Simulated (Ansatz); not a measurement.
# Meshes and cutoff for the phonons of NaCl (Fm-3m), part 2 of 2

Wanted: convergence of the phonons of NaCl (Fm-3m) against cost.

Ansatz 0.2.0; DFT PBEsol, scalar-relativistic, plane waves, PAW.

So far. Step 11 (Another k mesh, q mesh 2×2×2): The highest optical mode at the zone centre (no LO-TO term) is 166.4 cm⁻¹, +0.0 cm⁻¹ against the base run. Step 12 (Another k mesh, k-mesh 12×12×12, q mesh 2×2×2): The highest optical mode at the zone centre (no LO-TO term) is 166.4 cm⁻¹, +0.0 cm⁻¹ against the base run. The relaxed cell has a = 5.602 Å (conventional setting).

The database entry behind the starting cell differs from later determinations by our own check (an axis about 0.4 % short against later determinations), so it need not match the best structure at ambient conditions.

## (13) Side by side (continued)

The runs together, line C_V. Table of C_V, 6×6×6 = 8×8×8 = 12×12×12 by temperature:

```
temperature (K)  C_V, 6×6×6 = 8×8×8 = 12×12×12 (J/mol-atom/K)
              0                                             0
             50                                          8.21
            100                                          17.7
            150                                          21.2
            200                                          22.7
            250                                          23.5
            300                                          23.9
            350                                          24.2
            400                                          24.4
            450                                          24.5
            500                                          24.6
            550                                          24.6
            600                                          24.7
            650                                          24.7
            700                                          24.7
            750                                          24.8
            800                                          24.8
            850                                          24.8
            900                                          24.8
            950                                          24.8
           1000                                          24.8
```

## (14) Another cutoff, cutoff 170 eV, q mesh 2×2×2

The cutoff is set to 170 eV on a small fixed q mesh.

input.yaml

```yaml
crystal:
  lattice:
    - [0.0, 2.8009522132, 2.8009522132]
    - [2.8009522132, 0.0, 2.8009522132]
    - [2.8009522132, 2.8009522132, 0.0]
  atoms:
    - { symbol: Na, position: [0.0, 0.0, 0.0] }
    - { symbol: Cl, position: [0.5, 0.5, 0.5] }
kpoints:
  mp_grid: { grid: [8, 8, 8] }
hamiltonian:
  xc: pbesol
scf:
  occupations: { method: fixed }
output:
  eigenvalues: true
phonons:
  method: dfpt
  qmesh: [2, 2, 2]
  temperatures: { t_max: 1000, t_step: 50 }
  qpath:
    path:
      - [[0.0, 0.0, 0.0], [0.5, 0.0, 0.5], [0.625, 0.25, 0.625]]
      - [[0.375, 0.375, 0.75], [0.0, 0.0, 0.0], [0.5, 0.5, 0.5], [0.5, 0.25, 0.75], [0.5, 0.0, 0.5]]
    npoints: 10
basis:
  ecutwfc: 170
```

Run with:

```sh
> ansatz run input.yaml --threads 4 --pin off --max-ram 7168MiB --backend cpu --events-out ev --progress --plain --runs-dir out
```

Run time: 4.9 s. Hardware: 4 threads of Arm Neoverse V1, shared host; peak memory 0.39 GiB.

The run finished; it serves as a test, and its numbers are not taken as the result.

## (15) Another cutoff, cutoff 230 eV, q mesh 2×2×2

The cutoff is set to 230 eV on a small fixed q mesh.

input.yaml, as its differences from that of step 14:

```diff
@@ -26,2 +26,2 @@
 basis:
-  ecutwfc: 170
+  ecutwfc: 230
```

It took 5.6 s on 4 threads; peak memory 0.43 GiB; 19 s of CPU time.

The run finished; it serves as a test, and its numbers are not taken as the result.

## (16) Another cutoff, cutoff 290 eV, q mesh 2×2×2

The cutoff is set to 290 eV on a small fixed q mesh.

input.yaml, as its differences from that of step 15:

```diff
@@ -26,2 +26,2 @@
 basis:
-  ecutwfc: 230
+  ecutwfc: 290
```

It took 7.1 s on 4 threads; peak memory 0.46 GiB.

The run finished; it serves as a test, and its numbers are not taken as the result.

## (17) Another cutoff, cutoff 360 eV, q mesh 2×2×2

The cutoff is set to 360 eV on a small fixed q mesh.

input.yaml, as its differences from that of step 16:

```diff
@@ -26,2 +26,2 @@
 basis:
-  ecutwfc: 290
+  ecutwfc: 360
```

It took 11 s on 4 threads; peak memory 0.51 GiB.

Frequencies (cm⁻¹) solved at each irreducible wavevector; negative means imaginary. Frequencies by wavevector, by row:

```csv
q in reciprocal lattice units,star,mode 1,mode 2,mode 3,mode 4,mode 5,mode 6
0 0 0,1,0,0,0,166.4,166.4,166.4
0 0 -0.5,4,115.1,115.1,136.6,136.6,171.2,216.3
0 -0.5 -0.5,3,81.2,81.2,135.7,174.8,174.8,185.5
```

The highest optical mode at the zone centre (no LO-TO term) is 166.4 cm⁻¹, +0.0 cm⁻¹ against the base run.

## (18) Another cutoff, cutoff 550 eV, q mesh 2×2×2

The cutoff is set to 550 eV on a small fixed q mesh.

input.yaml, as its differences from that of step 17:

```diff
@@ -26,2 +26,2 @@
 basis:
-  ecutwfc: 360
+  ecutwfc: 550
```

Elapsed: 17 s, on 4 threads; peak memory 0.6 GiB.

Frequencies (cm⁻¹) solved at each irreducible wavevector; negative means imaginary. Frequencies by wavevector, by row:

```csv
q in reciprocal lattice units,star,mode 1,mode 2,mode 3,mode 4,mode 5,mode 6
0 0 0,1,0,0,0,166.3,166.3,166.3
0 0 -0.5,4,115.1,115.1,136.6,136.6,171.2,216.3
0 -0.5 -0.5,3,81.2,81.2,135.7,174.7,174.7,185.4
```

The highest optical mode at the zone centre (no LO-TO term) is 166.3 cm⁻¹, -0.0 cm⁻¹ against the base run.

## (19) Outcome

| Property | Result |
| --- | --- |
| mean frequency, q mesh 2×2×2 | 142 cm⁻¹ |
| mean frequency, q mesh 3×3×3 | 142 cm⁻¹ |
| mean frequency, q mesh 6×6×6 | 142 cm⁻¹ |
| highest optical mode at the zone centre (no LO-TO term), k-mesh 2×2×2 | 159 cm⁻¹ |
| highest optical mode at the zone centre (no LO-TO term), k-mesh 4×4×4 | 166 cm⁻¹ |
| highest optical mode at the zone centre (no LO-TO term), k-mesh 6×6×6 | 166 cm⁻¹ |
| highest optical mode at the zone centre (no LO-TO term), k-mesh 8×8×8 | 166 cm⁻¹ |
| highest optical mode at the zone centre (no LO-TO term), k-mesh 12×12×12 | 166 cm⁻¹ |
| highest optical mode at the zone centre (no LO-TO term), cutoff 170 eV | 125 cm⁻¹ |
| highest optical mode at the zone centre (no LO-TO term), cutoff 230 eV | 178 cm⁻¹ |
| highest optical mode at the zone centre (no LO-TO term), cutoff 290 eV | 166 cm⁻¹ |
| highest optical mode at the zone centre (no LO-TO term), cutoff 360 eV | 166 cm⁻¹ |
| highest optical mode at the zone centre (no LO-TO term), cutoff 550 eV | 166 cm⁻¹ |

In words: Over the whole q mesh series, coarse runs included, the mean frequency runs from 142.2 to 142.3 cm⁻¹; from 2×2×2 on it stays within 0.1 cm⁻¹ of the finest run (6×6×6), against a tolerance of 1.4. The k mesh changes along this series too, so part of the change is its. Over the whole k mesh series, coarse runs included, the lowest mode on the q mesh (acoustic modes at Γ apart) runs from 56.5 to 81.2 cm⁻¹; from 4×4×4 on all solved modes stay within 0.4 cm⁻¹ of the finest run (12×12×12), against a tolerance of 2.2. Over the whole cutoff series, coarse runs included, the lowest mode on the q mesh (acoustic modes at Γ apart) runs from 78.5 to 92.8 cm⁻¹; from 290 eV on all solved modes stay within 0.8 cm⁻¹ of the finest run (550 eV), against a tolerance of 2.2. All runs share the cell relaxed at the base settings, which is not exactly at rest under another k mesh or cutoff. These are harmonic frequencies at zero temperature: anharmonic shifts, linewidths and thermal expansion are left out.

[Logs are printed without paths, hosts, clocks, repeated set-up lines and the standing remarks that a program may print on its own settings, such as how far it seeks lower states.]

[Hosts, paths, dates, database ids (printed as entryN), source tags and the programs' standing remarks are cut or masked in the printed files.]
